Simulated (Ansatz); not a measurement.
# Lattice dynamics of Ta2NF2 monolayer, part 2 of 2

Wanted: phonon frequencies of Ta2NF2 monolayer and what follows from them.

Ansatz 0.2.0; DFT PBE, scalar-relativistic, plane waves, PAW; PAW set soft_1.

So far. Step 4 (Tight relaxation): The largest force component left is 0.35 meV/Å, within the tolerances set.

## (5) Linear response at the zone centre

The zone centre comes first: it holds the modes that light can see, as far as symmetry allows. No field response is asked, since the mesh shows no gap.

Contents of input.yaml:

```yaml
crystal:
  lattice:
    - [3.3022391433, 0.0, 0.0]
    - [-1.6511195716, 2.8598229874, 0.0]
    - [0.0, 0.0, 33.2]
  atoms:
    - { symbol: "N", position: [0.0, 0.0, 0.3012048193] }
    - { symbol: Ta, position: [0.3333333333, 0.6666666667, 0.3310625351] }
    - { symbol: Ta, position: [0.6666666667, 0.3333333333, 0.2713471035] }
    - { symbol: F, position: [0.6666666667, 0.3333333333, 0.3711747579] }
    - { symbol: F, position: [0.3333333333, 0.6666666667, 0.2312348807] }
  periodic: [true, true, false]
kpoints:
  mp_grid: { grid: [12, 12, 1] }
hamiltonian:
  xc: pbe
  pseudopotentials: { kind: paw, azcp: { folder: soft_1 } }
scf:
  occupations: { method: methfessel_paxton, width: 0.2 }
output:
  eigenvalues: true
phonons:
  method: dfpt
```

On the command line:

```console
$ ansatz run input.yaml --threads 8 --pin off --max-ram 16384MiB --backend cpu --events-out ev --progress --plain --runs-dir out
```

Numbers of over 12 decimals in the logs are rounded to 6 here.

The log of the run:

```text
Warning: crystal.symmetry: narrowed to the stabiliser of the run's FFT grids — unitary ops 12 → 6. A phonons.method: dfpt run fills in the rows of the dynamical matrix that it does not solve by its symmetry operations, which is exact only for operations that map its FFT grids onto themselves: filled in by any other, the frequencies could depend on the order in which like atoms are typed, or, by more than the grids' own error, on where the crystal sits among the grids' points. Excluded: 6 operations. The run can therefore solve more perturbations, solve them on more k-points, or both, and cost more. [rest of the remark cut]
[...]
Crystal: 5 atoms, lattice volume = 313.535 Å³
Basis set: ecut = 420 eV, 6243 PW (Γ), exchange–correlation on 48×48×450 points (8 copies of the dense FFT grid, shifted against one another)
Bands: 28, of which v1, the nominal top of the filled ones, is band 23 counted from 1 (22 counted from 0)
Symmetry: 12 space group operations
k-points: 43 of 144 (irreducible under 2 space group operations, time reversal used)
[...]
SCF iter   1: F=—  HF=-21872.799544 eV  |F-HF|=—  |Δ(HF+E_count)|=         —  Δρ=5.56e-2  dr2=1.36e1  ethr=3.10e-3  ⟨swp⟩=10.2  Hψ=7890  notcnv=0
[...]
SCF iter  11: F=-21869.234926 eV  HF=-21869.234926 eV  |F-HF|=4.73e-11  |Δ(HF+E_count)|=   1.38e-9  S|Δr|=    0.00e0  Δρ=5.61e-8  dr2=5.87e-12  ethr=1.00e-12  ⟨swp⟩=19.8  Hψ=13518  notcnv=0
SCF 1 converged in 11 iterations: F = -21869.234926 eV  dr2 = 5.87e-12
[...]
DFPT response loops at Γ: preconditioner auto → none (partly filled bands, converged f_vac=0.785); β = 0.50; Broyden in place of MSR1
SCF converged after 11 iterations
[...]
Free energy (F): -21869.234926 eV
[...]
Internal energy: -21869.238580 eV  (E = F + TS)
E sigma→0 (E₀):  -21869.235839 eV
Entropy (-TS):   0.003654 eV (0.731 meV/atom)
Fermi energy:    -3.631481 eV
[...]
--- Band table (eV; the first three rows and the last of 43) ---
  k-point 0: bands = [... 19 lower, -9.9953, -6.0444, -6.0444, -4.3226, -3.7445, -2.4378, -1.9890, -1.9890, ... 1 higher]
  k-point 1: bands = [... 19 lower, -9.9663, -6.2068, -5.9087, -4.1389, -3.4211, -2.6513, -2.4372, -2.0053, ... 1 higher]
  k-point 2: bands = [... 19 lower, -9.9462, -6.5309, -5.5274, -3.9715, -2.9479, -2.7529, -2.4866, -1.9666, ... 1 higher]
  k-point 42: bands = [... 19 lower, -10.0672, -6.1818, -5.5888, -3.5229, -1.8795, -1.8553, -1.3428, -0.9902, ... 1 higher]
--- Phonons (Γ-DFPT): 10 representative perturbations + reference, on 43 of 144 k-points (Σ response iterations 55) ---
  ASR residual: 9.864e-5 → 0.000e0 eV/Å²; symmetrization residual: 1.853e-5 eV/Å²
  The last average, over the group as it would stand without the narrowing to the FFT grids, took up to 6.788e-6 eV/Å² of the zone centre's force constants
  ASR residual per site (eV/Å²): 9.86e-5 4.63e-5 3.99e-5 4.46e-5 4.45e-5
  Γ frequencies (cm⁻¹): 0.00 0.00 0.00 105.08 105.08 179.66 179.66 195.44 195.44 228.06 343.36 359.18 425.94 608.53 608.53
  non-analytic LO–TO correction: not included (Born effective charges unavailable; polar crystals: no LO–TO splitting at Γ)
```

The job ended after 66 s (8 threads of Arm Neoverse V2, shared host; peak memory 1.8 GiB).

In the SCF lines HF is the Harris–Foulkes energy and dr2 the Hartree energy of the density residual, in eV; the loop may stop once dr2 is under the threshold and the program's other checks hold. Hψ counts applications of the Hamiltonian.

Numbers from this step:

- sum-rule residual before enforcement: 9.86e-5 eV/Å²
- point group: -3m
- highest optical mode at the zone centre (no LO-TO term): 608.5 cm⁻¹
- lowest optical zone-centre mode: 105.1 cm⁻¹

Patterns of degenerate modes are one choice out of their space. The modes at Γ (shares of kinetic energy by element, %):

```tsv
mode	frequency (cm⁻¹)	symmetry	N %	Ta %	F %
1	0.0	acoustic	3	87	9
2	0.0	acoustic	3	87	9
3	0.0	acoustic	3	87	9
4	105.1	Eg	0	74	26
5	105.1	Eg	0	74	26
6	179.7	Eu	0	9	91
7	179.7	Eu	0	9	91
8	195.4	Eg	0	26	74
9	195.4	Eg	0	26	74
10	228.1	A1g	0	81	19
11	343.4	A2u	9	12	79
12	359.2	A1g	0	19	81
13	425.9	A2u	88	1	12
14	608.5	Eu	96	4	0
15	608.5	Eu	96	4	0
```

Displacements in mode 5 (105.1 cm⁻¹), the largest set to 1:
```
N1   0.00  0.00  0.00
Ta2  0.14 -0.54  0.00
Ta3 -0.14  0.54  0.00
F4   0.26 -1.00  0.00
F5  -0.26  1.00  0.00
```

Displacements in mode 6 (179.7 cm⁻¹), the largest set to 1:
```
N1   0.00 -0.07  0.00
Ta2  0.00 -0.10  0.00
Ta3  0.00 -0.10  0.00
F4   0.00  1.00  0.00
F5   0.00  1.00  0.00
```

Before it was imposed, the acoustic sum rule was missed by 9.9e-5 eV/Å². Small misses are needed for a sound result but don't prove that mesh and cutoff are converged. The lowest optical mode is real, 105 cm⁻¹.

## (6) Phonons on a q mesh

Stability and thermal properties need the whole zone. Linear response on a 6×6×1 q mesh gives force constants as far as a supercell of that size would.

input.yaml: that of step 5 with these lines changed.

```diff
@@ -23 +23,10 @@
   method: dfpt
+  qmesh: [6, 6, 1]
+  temperatures: { t_max: 1000, t_step: 50 }
+  qpath:
+    path:
+      - [0.0, 0.0, 0.0]
+      - [0.5, 0.0, 0.0]
+      - [0.33333333, 0.33333333, 0.0]
+      - [0.0, 0.0, 0.0]
+    npoints: 10
```

The log of the run:

```text
[...]
Crystal: 5 atoms, lattice volume = 313.535 Å³
Basis set: ecut = 420 eV, 6243 PW (Γ), exchange–correlation on 48×48×450 points (8 copies of the dense FFT grid, shifted against one another)
Bands: 28, of which v1, the nominal top of the filled ones, is band 23 counted from 1 (22 counted from 0)
Symmetry: 12 space group operations
k-points: 19 of 144 (irreducible under 6 space group operations, time reversal used)
[...]
SCF iter   1: F=—  HF=-21872.800392 eV  |F-HF|=—  |Δ(HF+E_count)|=         —  Δρ=5.56e-2  dr2=1.36e1  ethr=3.10e-3  ⟨swp⟩=10.3  Hψ=3547  notcnv=0
[...]
SCF iter  11: F=-21869.234926 eV  HF=-21869.234926 eV  |F-HF|=3.64e-11  |Δ(HF+E_count)|=   1.25e-9  S|Δr|=    0.00e0  Δρ=4.17e-8  dr2=5.40e-12  ethr=1.00e-12  ⟨swp⟩=22.3  Hψ=5581  notcnv=0
SCF 1 converged in 11 iterations: F = -21869.234926 eV  dr2 = 5.40e-12
[...]
phonons: the bands overlap, so this run is a metal and interpolates without the dipole-dipole term. If the crystal is really an insulator or semiconductor, its LO-TO splitting is missing
NSCF: frozen V_eff on 19 k-points
WARN: eigensolver did not converge (k=1): 1 band(s) unlocked after 2 eigensolves, warm-restarted (20 sweeps on the last) at ethr=1.72e-12 eV (storage-precision floor; scheduled 1.00e-12 eV) (lowest unlocked band 27, counted from 0; max residual 5.16e-5 eV among the unlocked bands, 5.16e-5 eV over every band; other slots of this pass that fall short are told together in one closing line; warning suppressed until the next SCF loop or pass starts)
WARN: eigensolver did not converge in 4 slots of this pass, the one above among them; of largest residual over every band (k=3): 1 band(s) unlocked (lowest unlocked band 27, counted from 0; max residual 2.18e-3 eV among the unlocked bands, 2.18e-3 eV over every band); of lowest unlocked band (k=1): band 27
[...]
DFPT response loops at q = (0, 0, 0) (fractional): preconditioner auto → none (partly filled bands, converged f_vac=0.785); β = 0.50; Broyden in place of MSR1
[...]
SCF converged after 11 iterations
[...]
Free energy (F): -21869.234926 eV
[...]
Internal energy: -21869.238580 eV  (E = F + TS)
E sigma→0 (E₀):  -21869.235839 eV
Entropy (-TS):   0.003654 eV (0.731 meV/atom)
Fermi energy:    -3.631480 eV
[...]
--- Band table (eV; the first three rows and the last of 19) ---
  k-point 0: bands = [... 19 lower, -9.9953, -6.0444, -6.0444, -4.3226, -3.7445, -2.4378, -1.9890, -1.9890, ... 1 higher]
  k-point 1: bands = [... 19 lower, -9.9663, -6.2068, -5.9087, -4.1389, -3.4211, -2.6513, -2.4372, -2.0053, ... 1 higher]
  k-point 2: bands = [... 19 lower, -9.9462, -6.5309, -5.5274, -3.9715, -2.9479, -2.7529, -2.4866, -1.9666, ... 1 higher]
  k-point 18: bands = [... 19 lower, -10.1067, -5.2549, -5.2549, -5.1692, -1.5898, -1.5898, -1.2657, -0.4572, ... 1 higher]
--- Phonons (Γ-DFPT): 10 representative perturbations + reference (Σ response iterations 51) ---
  ASR residual: 6.146e-5 → 0.000e0 eV/Å²; symmetrization residual: 7.041e-6 eV/Å²
[...]
ASR residual per site (eV/Å²): 1.56e-5 6.15e-5 5.31e-5 3.47e-5 2.16e-5
[...]
--- Phonons (arbitrary-q DFPT): 7 irreducible q on the 6×6×1 mesh ---
  q = [0.0000, 0.0000, 0.0000] (star 1, of the zone-centre solve; hermiticity 5.18e-7, symmetrization 4.73e-11, taken by the last average 1.53e-7): -0.00 0.00 0.00 105.08 105.08 179.66 179.66 195.44 195.44 228.06 343.36 359.18 425.94 608.53 608.53
  q = [0.0000, 0.1667, 0.0000] (star 6, 15 solved perturbations on 78 of 144 k-point pairs; hermiticity 4.18e-7, symmetrization 1.29e-10, taken by the last average 4.25e-7): -66.28 -21.18 30.72 93.31 96.15 179.52 183.41 192.11 192.37 211.16 330.80 334.30 400.11 594.86 603.47
[...]
q = [0.1667, 0.1667, 0.0000] (star 6, 10 solved perturbations in 1110 linear systems a pass and spin channel, the states on 144 of 144 k-point pairs; hermiticity 4.32e-7, symmetrization 1.51e-10, taken by the last average 4.67e-7): -75.93 -38.75 76.69 89.63 118.76 170.98 182.61 182.97 192.99 203.32 313.21 327.29 388.50 603.86 604.72
[...]
sum rule: each row above includes the acoustic sum rule's correction from the zone centre's row sums; it moved no ω² by more than (0.70 cm⁻¹)²
  mesh force constants: q→R imaginary residual 2.93e-18; ASR residual 6.146e-5 → 0.000e0 eV/Å²; symmetrization residual 1.776e-14 eV/Å²
  interpolated dispersion: 31 rows × 15 modes
  density of states and harmonic sums: on the 24×24×1 q-mesh, interpolated from the force constants of a 6×6×1 supercell (no non-analytic term)
  largest difference from the sums on the solved wave vectors: F 2.28e-2 eV, S 2.69e-5 and C_V 4.33e-6 eV/K
  zero-point energy: 0.213823 eV/cell   skipped modes (ω ≤ 0): 126, of them read as no rigid motion or as one in doubt: 123 (2.031e0 modes/cell left out, lowest -122.48 cm⁻¹)   left out of the sums: 1.36e-1 of the cell's modes: C_V's classical limit lies that fraction below 3 k_B per atom; for a crystal, a wire or a layer, F and S can be off by more, and a phonons.interpolated_qmesh denser along its periods is the remedy for the sampling
```

The job ended after 18 min (8 threads; peak memory 3.1 GiB).

Numbers from this step:

* sum-rule residual before enforcement: 6.15e-5 eV/Å²
* lowest frequency on the path: -122.5 cm⁻¹
* highest frequency on the path or at a solved wavevector: 608.5 cm⁻¹
* lowest mode on the q mesh (acoustic modes at Γ apart): -122.5 cm⁻¹

Frequencies (cm⁻¹) solved at each irreducible wavevector; negative means imaginary. Frequencies by wavevector, by row:

```tsv
q in reciprocal lattice units	star	mode 1	mode 2	mode 3	mode 4	mode 13	mode 14	mode 15
0 0 0	1	0	0	0	105.1	425.9	608.5	608.5
0 0.1667 0	6	-66.3	-21.2	30.7	93.3	400.1	594.9	603.5
0 0.3333 0	6	-72.9	-35.9	94.7	101.9	397	600.5	607.5
0 -0.5 0	3	-122.5	-45.1	99.2	123.4	402	585.6	600.1
0.1667 0.1667 0	6	-75.9	-38.8	76.7	89.6	388.5	603.9	604.7
0.1667 0.3333 0	12	-101.3	-82.6	63.1	120	396.2	593.4	604.8
0.3333 0.3333 0	2	-95.2	-72.6	-72.6	141	396.1	606.6	606.6
```

Interpolated from a 6×6×1 q mesh. The phonon branches at the labelled points (cm⁻¹):

```tsv
point	branch 1	branch 2	branch 3	branch 4	branch 12	branch 13	branch 14	branch 15
Γ	0	0	0	105	359	426	608	608
halfway	-57	-34	69	99	330	393	599	606
M	-122	-45	99	123	319	402	586	600
halfway	-107	-88	53	128	316	398	589	605
K	-95	-73	-73	141	310	396	607	607
halfway	-76	-39	77	90	327	388	604	605
Γ	0	0	0	105	359	426	608	608
```

Tetrahedra on a 24×24×1 mesh, mean over bins of 10 cm-1. Interpolated from a 6×6×1 q mesh. Table of phonon density of states by wavenumber; read off at these points:

wavenumber (cm⁻¹), phonon density of states (1/cm⁻¹/cell) and a bar:
```
     -125      0.001 
     -105      0.022 ####
      -85      0.026 #####
      -65      0.029 ######
      -45      0.019 ####
      -25      0.011 ##
       -5      0.004 #
       15      0.007 #
       35      0.005 #
       55      0.008 #
       75      0.018 ###
       95      0.053 ##########
      115      0.027 #####
      135      0.029 ######
      155      0.000 
      175      0.116 ######################
      185      0.159 ##############################
      195      0.108 ####################
      215      0.008 ##
      235      0.000 
      245      0.000 
      265      0.000 
      285      0.000 
      305      0.050 #########
      315      0.057 ###########
      325      0.048 #########
      345      0.006 #
      365      0.000 
      385      0.005 #
      395      0.074 ##############
      405      0.015 ###
      425      0.001 
      445      0.000 
      465      0.000 
      485      0.000 
      505      0.000 
      525      0.000 
      545      0.000 
      565      0.000 
      585      0.013 ###
      605      0.130 #########################
```

The partial phonon density of states has structure finer than the step of the table below, so its rows give means over 25 cm⁻¹, whole bins alone (the curve runs from -131 to 637 cm⁻¹). Peaks (cm⁻¹: height): F 182.9: 0.114, 318.1: 0.0495; N 395.3: 0.0452, 603.0: 0.100; Ta -68.2: 0.0244, 96.0: 0.0405, 187.7: 0.0365, 318.1: 0.00686, 395.3: 0.00724, 603.0: 0.00538.

Phonopy on the run's constants, 19x19x1 mesh, Gaussian sigma 5.5 cm-1. Interpolated from a 6×6×1 q mesh. Partial phonon density of states against wavenumber; means over each step; values in 1/cm⁻¹/cell:

```tsv
wavenumber (cm⁻¹)	F	N	Ta
-100	0.00176	0.00338	0.0151
-75	0.00231	0.00245	0.0210
-50	0.00144	0.00144	0.0159
-25	0.00113	7.2e-4	0.00876
0	5.5e-4	2.7e-4	0.00391
25	6.5e-4	2.5e-4	0.00499
50	8.1e-4	2.2e-4	0.00566
75	0.00249	3.9e-4	0.0159
100	0.00621	2.3e-4	0.0338
125	0.00416	1.3e-4	0.0255
150	0.00912	7.3e-5	0.0153
175	0.0873	1.2e-4	0.0257
200	0.0481	2.5e-4	0.0241
225	9.9e-4	1.9e-5	0.00363
250	4.9e-6	0	2.1e-5
275	2.5e-4	9.6e-6	4.5e-5
300	0.0263	4.2e-4	0.00327
325	0.0380	2.3e-4	0.00525
350	0.00513	1.5e-4	8.0e-4
375	3.2e-4	0.00402	6.2e-4
400	0.00226	0.0268	0.00410
425	1.9e-4	0.00174	7.0e-5
450	5.2e-7	6.9e-6	0
475	0	0	0
500	0	0	0
525	0	0	0
550	0	0	0
575	1.2e-5	0.00490	2.1e-4
600	1.7e-4	0.0660	0.00343
```

Symmetry leaves 7 wavevectors to solve. The lowest mode among them, the acoustic zeros apart, lies at q = (0, -0.5, 0) and is imaginary, 122.5i cm⁻¹, so the energy falls along it.

## (7) Another isotope

An isotope changes the mass and not the force constants, so no new electronic calculation is needed; the shifts show which modes move this element.

The same force constants with the mass of N changed from 14.007 to 15.000 u (phonopy, no LO-TO term). Both lists are sorted by frequency; levels can cross, so a row need not hold one and the same mode. Modes under 3 cm⁻¹ are left out. Isotope shifts, by row, the first 40 of 57 rows:

```tsv
q	rank	natural mass (cm⁻¹)	changed mass (cm⁻¹)
0 0 0	4	105.1	105.1
0 0 0	5	105.1	105.1
0 0 0	6	179.7	179.7
0 0 0	7	179.7	179.7
0 0 0	8	195.4	195.4
0 0 0	9	195.4	195.4
0 0 0	10	228.1	228.1
0 0 0	11	343.4	342.2
0 0 0	12	359.2	359.2
0 0 0	13	425.9	413.5
0 0 0	14	608.5	588.8
0 0 0	15	608.5	588.8
0 0.1667 0	1	-66.28	-66.18
0 0.1667 0	2	-21.18	-21.13
0 0.1667 0	3	30.72	30.68
0 0.1667 0	4	93.31	93.26
0 0.1667 0	5	96.15	96.15
0 0.1667 0	6	179.5	179.5
0 0.1667 0	7	183.4	183.4
0 0.1667 0	8	192.1	192.1
0 0.1667 0	9	192.4	192.4
0 0.1667 0	10	211.2	211.1
0 0.1667 0	11	330.8	330.8
0 0.1667 0	12	334.3	333.8
0 0.1667 0	13	400.1	388.1
0 0.1667 0	14	594.9	575.8
0 0.1667 0	15	603.5	584.1
0 0.3333 0	1	-72.93	-72.48
0 0.3333 0	2	-35.89	-35.83
0 0.3333 0	3	94.73	94.71
0 0.3333 0	4	101.9	101.9
0 0.3333 0	5	117.2	117.2
0 0.3333 0	6	165.6	165.6
0 0.3333 0	7	179.8	179.8
0 0.3333 0	8	190.3	190.3
0 0.3333 0	9	191.3	191.3
0 0.3333 0	10	200.5	200.5
0 0.3333 0	11	307.9	307.7
0 0.3333 0	12	325.3	325.3
0 0.3333 0	13	397	386.2
```

A mode of this element alone would shift by -3.37 %. The highest zone-centre frequency without the field goes from 608.5 to 588.8 cm⁻¹ (-3.2 %). The product of the frequency ratios over all optical modes at Γ is 0.906; the product rule, (m/m′)^(3k/2) (M′/M)^(3/2) with k = 1 such atoms and M the mass of the cell, gives 0.906.

## (8) Summary of results

```
space group after relaxation (within 0.01 Å)            : P-3m1
area per atom                                           : 1.89 Å²
electronic character                                    : no gap on this mesh
highest optical mode at the zone centre (no LO-TO term) : 609 cm⁻¹
lowest optical zone-centre mode                         : 105 cm⁻¹
lowest mode on the q mesh (acoustic modes at Γ apart)   : -122 cm⁻¹
highest frequency on the path or at a solved wavevector : 609 cm⁻¹
imaginary modes on the 6×6×1 q mesh                     : yes
```

What this shows: Modes are clearly imaginary (beyond 10i cm⁻¹) at 6 of the 7 irreducible wavevectors, most at q = (0, -0.5, 0) (122.5i cm⁻¹), so this structure is not a minimum of the energy. The optical modes at Γ span 105 to 609 cm⁻¹. The highest mode in this list at Γ, 608.5 cm⁻¹, is mostly motion of N (96 % of the kinetic energy). With no gap, or one that is small against the smearing, the frequencies hang on the k mesh and the smearing, most of all near Kohn anomalies. The phonon runs are without spin polarisation, although the cell has an odd electron count. In a sheet or slab the interpolated bending branch near Γ is rough, since the rotational sum rule isn't imposed. Spin-orbit coupling is left out, which can matter for the heavy elements here. A phonon run warned that its eigensolver left some bands unconverged in a pass. The starting cell was built on a prototype and not taken from a measurement. These are harmonic frequencies at zero temperature: anharmonic shifts, linewidths and thermal expansion are left out.

[Logs are printed without paths, hosts, clocks, repeated set-up lines and the standing remarks that a program may print on its own settings, such as how far it seeks lower states.]

[Hosts, paths, dates, database ids (printed as entryN), source tags and the programs' standing remarks are cut or masked in the printed files.]
